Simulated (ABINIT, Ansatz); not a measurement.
## SF6 (Im-3m): bands and cutoff in G0W0 with ABINIT

What does each rung of G0W0 on SF6 (Im-3m) cost, and what does it buy?

Method: LDA and many-body steps on it, plane waves, in ABINIT 10.8.3.

## Step 1: Set-up

It takes space group Im-3m (No. 229, cubic). Conventional cell: a = 5.747 Å, b = 5.747 Å, c = 5.747 Å, α = 90.00°, β = 90.00°, γ = 90.00°. S has 6 F at 1.58 Å nearest. Nearest to F lie 1 S at 1.58 Å. Farther neighbours and most contacts between anions are not listed.

The cell and positions are those that the Materials Project relaxed with its own functionals (PBE, PBE+U or r2SCAN), kept fixed.

## Step 2: Empty states on the mesh, 2×2×2 mesh, 194 bands

This step: ABINIT 10.8.3; DFT, LDA, plane waves, norm-conserving pseudopotentials.

The sums over transitions need many empty states on a uniform mesh; this step solves for them.

The input, run.abi:

```
acell 3*1.0 Angstrom
rprim 
  -2.873504736200 2.873504736200 2.873504736200
  2.873504736200 -2.873504736200 2.873504736200
  2.873504736200 2.873504736200 -2.873504736200
ntypat 2
znucl 16 9
natom 7
typat 1 2 2 2 2 2 2
xred 
  0.000000000000 0.000000000000 0.000000000000
  0.725627210000 0.725627210000 0.000000000000
  0.274372790000 0.274372790000 0.000000000000
  0.000000000000 0.274372790000 0.274372790000
  0.000000000000 0.725627210000 0.725627210000
  0.725627210000 0.000000000000 0.725627210000
  0.274372790000 0.000000000000 0.274372790000
pp_dirpath "pseudos"
pseudos "S.upf, F.upf"
ecut 36
ngkpt 2 2 2
nshiftk 1
shiftk 0 0 0
kptopt 1
chksymbreak 0
iscf -2
irdden 1
istwfk *1
nband 194
nbdbuf 16
tolwfr 1e-09
nstep 60
prtvol 0
indata_prefix "in"
outdata_prefix "out"
tmpdata_prefix "tmp"
```

On the command line:

```console
> OMP_NUM_THREADS=1 mpirun -n 3 abinit run.abi > log
```

Numbers of over 12 decimals in the logs are rounded to 6 here.

The log of the run:

```text
.Version 10.8.3 of ABINIT. v10.8.2 released Aug 2026.

 Symmetries : space group Im -3 m (#229); Bravais cI (body-center cubic)
[... echo of the input left out ...]
== DATASET  1 ==================================================================
-   mpi_nproc: 3, omp_nthreads: 1 (-1 if OMP is not activated)

--- !DatasetInfo
iteration_state: {dtset: 1, }
dimensions: {natom: 7, nkpt: 3, mband: 194, nsppol: 1, nspinor: 1, nspden: 1, mpw: 6620, }
cutoff_energies: {ecut:  36.0, pawecutdg:  -1.0, }
[...]
2.82056    2.82056    2.82056    2.82556    2.86753    2.89528    2.89528    2.90502
   2.90502    2.90502    2.94872    2.94873    2.96599    2.96653    2.96654    2.96662
   2.97483    2.97491
 prteigrs : prtvol=0 or 1, do not print more k-points.

== END DATASET(S) ==============================================================
================================================================================

 -outvars: echo values of variables after computation  --------
            nband         194
             nkpt           3
          spgroup         229
 [... the other variables as echoed above ...]

 Calculation completed.
```

Elapsed: 94 s, on 3 MPI ranks of Intel Xeon Platinum 8259CL at 2.50GHz (Skylake/Cascade Lake), shared host; peak memory 0.36 GiB; 4.7 min of CPU time.

This step gave:

```yaml
gap: 6.132 eV
k_of_the_valence_top: 0, 0, 0
k_of_the_conduction_bottom: 0, 0, 0
least_direct_gap: 6.132 eV
k_points_computed: 3
lowest_point_of_the_top_converged_band_above_the_valence_top: 80.1982 eV
```

On this mesh the gap is 6.132 eV.

The density comes from a self-consistent run that is not shown.

## Step 3: Screening, 2×2×2 mesh, 43 bands, screening to 62.6 eV

The RPA dielectric matrix is built and inverted for each q.

This step: RPA screening on LDA, plane waves, norm-conserving pseudopotentials.

run.abi, as its differences from that of step 2:

```diff
@@ -25,10 +25,11 @@
 chksymbreak 0
-iscf -2
-irdden 1
 istwfk *1
-nband 194
-nbdbuf 16
-tolwfr 1e-09
-nstep 60
-prtvol 0
+occopt 1
+irdwfk 1
+optdriver 3
+nband 43
+ecuteps 2.3
+inclvkb 2
+awtr 1
+symchi 1
 indata_prefix "in"
@@ -36 +37,2 @@
 tmpdata_prefix "tmp"
+fftgw 31
```

On the command line:

```console
> OMP_NUM_THREADS=1 mpirun -n 4 abinit run.abi > log
```

The log of the run:

```text
.Version 10.8.3 of ABINIT. v10.8.2 released Aug 2026.

 Symmetries : space group Im -3 m (#229); Bravais cI (body-center cubic)
[... echo of the input left out ...]
== DATASET  1 ==================================================================
-   mpi_nproc: 4, omp_nthreads: 1 (-1 if OMP is not activated)

--- !DatasetInfo
iteration_state: {dtset: 1, }
dimensions: {natom: 7, nkpt: 3, mband: 43, nsppol: 1, nspinor: 1, nspden: 1, mpw: 6620, }
cutoff_energies: {ecut:  36.0, pawecutdg:  -1.0, }
electrons: {nelect:   4.80000000E+01, charge:   0.00000000E+00, occopt:   1.00000000E+00, tsmear:   1.00000000E-02, }

 SCREENING: Calculation of the susceptibility and dielectric matrices

 Based on a program developped by R.W. Godby, V. Olevano, G. Onida, and L. Reining.
 Incorporated in ABINIT by V. Olevano, G.-M. Rignanese, and M. Torrent.
.Using double precision arithmetic ; gwpc =  8

[... cell and pseudopotentials left out ...]
--------------------------------------------------------------------------------

 ==== K-mesh for the wavefunctions ====
 Number of points in the irreducible wedge :     3
[... list of points left out ...]
 Together with 48 symmetry operations and time-reversal symmetry
 yields     8 points in the full Brillouin Zone.

 ==== Q-mesh for the screening function ====
 Number of points in the irreducible wedge :     3
[... list of points left out ...]
 Together with 48 symmetry operations and time-reversal symmetry
 yields     8 points in the full Brillouin Zone.

 setmesh: FFT mesh size selected  =    45x   45x   45
          total number of points  =        91125

 vcoul_init : cutoff-mode = AUXILIARY_FUNCTION
 q-points for optical limit:   1
     1)      0.000010    0.000020    0.000030

- screening: taking advantage of time-reversal symmetry
- Maximum band index for partially occupied states nbvw = 24
- Remaining bands to be divided among processors   nbcw = 19
- Number of bands treated by each node ~4

 Number of electrons calculated from density =   48.0000; Expected =   48.0000
 average of density, n =  0.074946
 r_s =    1.4714
 omega_plasma =   26.4077 [eV]

 calculating chi0 at frequencies [eV] :
  1    0.000000E+00    0.000000E+00
  2    0.000000E+00    2.640767E+01

--------------------------------------------------------------------------------
  q-point number  1        q = ( 0.000000, 0.000000, 0.000000) [r.l.u.]
--------------------------------------------------------------------------------
[... chi0 elements left out ...]
 For q-point:  0.000010 0.000020 0.000030
  dielectric constant =   1.6366
  dielectric constant without local fields =   1.8150

  Average fulfillment of the sum rule on Im[epsilon] for q-point    1 :     14.78  [%]
[... wings left out ...]
  q-point number  2        q = ( 0.500000, 0.000000, 0.000000) [r.l.u.]
--------------------------------------------------------------------------------
[... chi0 elements left out ...]
  Average fulfillment of the sum rule on Im[epsilon] for q-point    2 :     19.55  [%]

 [... 1 further q-points ...]
```

Wall time 14 s (4 MPI ranks); peak memory 1 GiB.

Numbers from this step:

| Item | Value |
| --- | --- |
| ε∞ with local fields, on this mesh, along the program's q direction | 1.637 |
| the same without local fields | 1.815 |
| plasma frequency | 26.41 eV |
| plane waves in the screening matrix | 87 |

Local fields lower ε∞ by 10 %. On a Γ-centred mesh this coarse the value itself is usually too large, while a short band sum pulls it down.

## Step 4: 43 bands, 62.6 eV

The self-energy is evaluated for the states that the input lists, and the levels follow from it, in one-shot runs by the linearised quasiparticle equation.

This step: G0W0 on LDA, plane waves, norm-conserving pseudopotentials.

run.abi, as its differences from that of step 3:

```diff
@@ -28,8 +28,15 @@
 irdwfk 1
-optdriver 3
+optdriver 4
 nband 43
+gwcalctyp 0
+ecutsigx 36
+symsigma 1
+nkptgw 1
+kptgw 
+  0.0000000000 0.0000000000 0.0000000000
+bdgw 
+  22 26
 ecuteps 2.3
-inclvkb 2
-awtr 1
-symchi 1
+irdscr 1
+ppmodel 1
 indata_prefix "in"
```

The log of the run:

```text
.Version 10.8.3 of ABINIT. v10.8.2 released Aug 2026.

 Symmetries : space group Im -3 m (#229); Bravais cI (body-center cubic)
[... echo of the input left out ...]
== DATASET  1 ==================================================================
-   mpi_nproc: 4, omp_nthreads: 1 (-1 if OMP is not activated)

--- !DatasetInfo
iteration_state: {dtset: 1, }
dimensions: {natom: 7, nkpt: 3, mband: 43, nsppol: 1, nspinor: 1, nspden: 1, mpw: 6620, }
cutoff_energies: {ecut:  36.0, pawecutdg:  -1.0, }
electrons: {nelect:   4.80000000E+01, charge:   0.00000000E+00, occopt:   1.00000000E+00, tsmear:   1.00000000E-02, }

 SIGMA: Calculation of the GW corrections

 Based on a program developped by R.W. Godby, V. Olevano, G. Onida, and L. Reining.
 Incorporated in ABINIT by V. Olevano, G.-M. Rignanese, and M. Torrent.
.Using double precision arithmetic ; gwpc =  8

[... cell and pseudopotentials left out ...]
--------------------------------------------------------------------------------

 ==== K-mesh for the wavefunctions ====
 Number of points in the irreducible wedge :     3
[... list of points left out ...]
 Together with 48 symmetry operations and time-reversal symmetry
 yields     8 points in the full Brillouin Zone.

 ==== Q-mesh for screening function ====
 Number of points in the irreducible wedge :     3
[... list of points left out ...]
 Together with 48 symmetry operations and time-reversal symmetry
 yields     8 points in the full Brillouin Zone.

 vcoul_init : cutoff-mode = AUXILIARY_FUNCTION
 q-points for optical limit:   1
     1)      0.000010    0.000020    0.000030
 setmesh: FFT mesh size selected  =    45x   45x   45
          total number of points  =        91125

 Number of electrons calculated from density =   48.0000; Expected =   48.0000
 average of density, n =  0.074946
 r_s =    1.4714
 omega_plasma =   26.4077 [eV]

 === KS Band Gaps ===
  >>>> For spin  1
   Minimum direct gap =   6.1318 [eV], located at k-point      :   0.0000  0.0000  0.0000
   Fundamental gap    =   6.1318 [eV], Top of valence bands at :   0.0000  0.0000  0.0000
                                       Bottom of conduction at :   0.0000  0.0000  0.0000
 SIGMA fundamental parameters:
 PLASMON POLE MODEL  1
 number of plane-waves for SigmaX                 6603
 number of plane-waves for SigmaC and W             87
 number of plane-waves for wavefunctions          6603
 number of bands                                    43
 number of independent spin polarizations            1
 number of spinorial components                      1
 number of k-points in IBZ                           3
 number of q-points in IBZ                           3
 number of symmetry operations                      48
 number of k-points in BZ                            8
 number of q-points in BZ                            8
 number of frequencies for dSigma/dE                 9
 frequency step for dSigma/dE [eV]                0.25
 number of omega for Sigma on real axis              0
 max omega for Sigma on real axis  [eV]           0.00
 zcut for avoiding poles [eV]                     0.10

 EPSILON^-1 parameters (SCR file):
 dimension of the eps^-1 matrix on file             87
 dimension of the eps^-1 matrix used                87
 number of plane-waves for wavefunctions          6603
 number of bands                                    43
 number of q-points in IBZ                           3
 number of frequencies                               2
 number of real frequencies                          1
 number of imag frequencies                          1

 matrix elements of self-energy operator (all in [eV])

 Perturbative Calculation

--- !SelfEnergy_ee
iteration_state: {dtset: 1, }
kpoint     : [   0.000,    0.000,    0.000, ]
spin       : 1
KS_gap     :    6.132
QP_gap     :   13.226
Delta_QP_KS:    7.094
data: !SigmaeeData |
     Band     E0 <VxcDFT>   SigX SigC(E0)      Z dSigC/dE  Sig(E)    E-E0       E
       22  -3.665 -23.540 -31.261   3.974   0.848  -0.180 -26.717  -3.177  -6.842
       23  -3.665 -23.540 -31.261   3.974   0.848  -0.180 -26.717  -3.177  -6.842
       24  -3.665 -23.540 -31.261   3.974   0.848  -0.180 -26.717  -3.177  -6.842
       25   2.467 -18.486 -12.553  -1.531   0.890  -0.124 -14.568   3.918   6.384
       26   6.635 -10.216  -5.170  -1.603   0.917  -0.090  -7.059   3.157   9.792

== END DATASET(S) ==============================================================
================================================================================

 -outvars: echo values of variables after computation  --------
           etotal      0.0000000000E+00
            nband          43
             nkpt           3
          spgroup         229
 [... the other variables as echoed above ...]

 Calculation completed.
```

It took 6.6 s on 4 MPI ranks; peak memory 0.75 GiB; 25 s of CPU time.

This step gave:

* G0W0 gap on the points computed: 13.23 eV
* starting gap on the mesh: 6.132 eV
* k of the valence top: 0, 0, 0
* k of the conduction bottom: 0, 0, 0
* Z at the valence top: 0.848
* Z at the conduction bottom: 0.89
* least direct G0W0 gap on the computed points: 13.23 eV

The gap on the mesh goes from 6.13 eV to 13.23 eV, a correction of +7.09 eV.

## Step 5: Screening, 2×2×2 mesh, 86 bands, screening to 114.3 eV

This step: RPA screening on LDA, plane waves, norm-conserving pseudopotentials.

run.abi, as its differences from that of step 4:

```diff
@@ -28,15 +28,8 @@
 irdwfk 1
-optdriver 4
-nband 43
-gwcalctyp 0
-ecutsigx 36
-symsigma 1
-nkptgw 1
-kptgw 
-  0.0000000000 0.0000000000 0.0000000000
-bdgw 
-  22 26
-ecuteps 2.3
-irdscr 1
-ppmodel 1
+optdriver 3
+nband 86
+ecuteps 4.2
+inclvkb 2
+awtr 1
+symchi 1
 indata_prefix "in"
```

The log of the run:

```text
.Version 10.8.3 of ABINIT. v10.8.2 released Aug 2026.

 Symmetries : space group Im -3 m (#229); Bravais cI (body-center cubic)
[... echo of the input left out ...]
== DATASET  1 ==================================================================
-   mpi_nproc: 4, omp_nthreads: 1 (-1 if OMP is not activated)

--- !DatasetInfo
iteration_state: {dtset: 1, }
dimensions: {natom: 7, nkpt: 3, mband: 86, nsppol: 1, nspinor: 1, nspden: 1, mpw: 6620, }
cutoff_energies: {ecut:  36.0, pawecutdg:  -1.0, }
electrons: {nelect:   4.80000000E+01, charge:   0.00000000E+00, occopt:   1.00000000E+00, tsmear:   1.00000000E-02, }

 SCREENING: Calculation of the susceptibility and dielectric matrices

 Based on a program developped by R.W. Godby, V. Olevano, G. Onida, and L. Reining.
 Incorporated in ABINIT by V. Olevano, G.-M. Rignanese, and M. Torrent.
.Using double precision arithmetic ; gwpc =  8

[... cell and pseudopotentials left out ...]
--------------------------------------------------------------------------------

 ==== K-mesh for the wavefunctions ====
 Number of points in the irreducible wedge :     3
[... list of points left out ...]
 Together with 48 symmetry operations and time-reversal symmetry
 yields     8 points in the full Brillouin Zone.

 ==== Q-mesh for the screening function ====
 Number of points in the irreducible wedge :     3
[... list of points left out ...]
 Together with 48 symmetry operations and time-reversal symmetry
 yields     8 points in the full Brillouin Zone.

 setmesh: FFT mesh size selected  =    45x   45x   45
          total number of points  =        91125

 vcoul_init : cutoff-mode = AUXILIARY_FUNCTION
 q-points for optical limit:   1
     1)      0.000010    0.000020    0.000030

- screening: taking advantage of time-reversal symmetry
- Maximum band index for partially occupied states nbvw = 24
- Remaining bands to be divided among processors   nbcw = 62
- Number of bands treated by each node ~15

 Number of electrons calculated from density =   48.0000; Expected =   48.0000
 average of density, n =  0.074946
 r_s =    1.4714
 omega_plasma =   26.4077 [eV]

 calculating chi0 at frequencies [eV] :
  1    0.000000E+00    0.000000E+00
  2    0.000000E+00    2.640767E+01

--------------------------------------------------------------------------------
  q-point number  1        q = ( 0.000000, 0.000000, 0.000000) [r.l.u.]
--------------------------------------------------------------------------------
[... chi0 elements left out ...]
 For q-point:  0.000010 0.000020 0.000030
  dielectric constant =   1.7506
  dielectric constant without local fields =   1.9778

  Average fulfillment of the sum rule on Im[epsilon] for q-point    1 :     33.85  [%]
[... wings left out ...]
  q-point number  2        q = ( 0.500000, 0.000000, 0.000000) [r.l.u.]
--------------------------------------------------------------------------------
[... chi0 elements left out ...]
  Average fulfillment of the sum rule on Im[epsilon] for q-point    2 :     40.27  [%]

 [... 1 further q-points ...]
```

Wall time 31 s (4 MPI ranks); peak memory 1.3 GiB; 2.1 min of CPU time.

This step gave:

```yaml
eps_infinity_with_local_fields_on_this_mesh_along_the_program_s_q_direction: 1.751
the_same_without_local_fields: 1.978
plasma_frequency: 26.41 eV
plane_waves_in_the_screening_matrix: 249
```

[end of part 1 of 2]

[Paths, hosts, dates, memory and timing lines, banners, echoed tables and standing remarks are left out of the program output.]

[Logs are printed without paths, hosts, clocks, repeated set-up lines and the standing remarks that a program may print on its own settings, such as how far it seeks lower states.]

[Runs of the session that timed out or met a known fault of the program may be left out.]

[No measured gap is set beside runs whose start may be inverted or whose files or cutoffs have a known fault.]

[Hosts, paths, dates, database ids (printed as entryN), source tags and the programs' standing remarks are cut or masked in the printed files.]

[G0W0 gaps are taken among the corrected bands and points alone; a level outside them can change the order at an edge.]

[Where Ansatz stands beside ABINIT at settings called matched, ABINIT's density can come from a denser mesh and the files from another edition; pairs whose starting gaps differed by over 0.03 eV were left out, so agreement reads better than it is.]
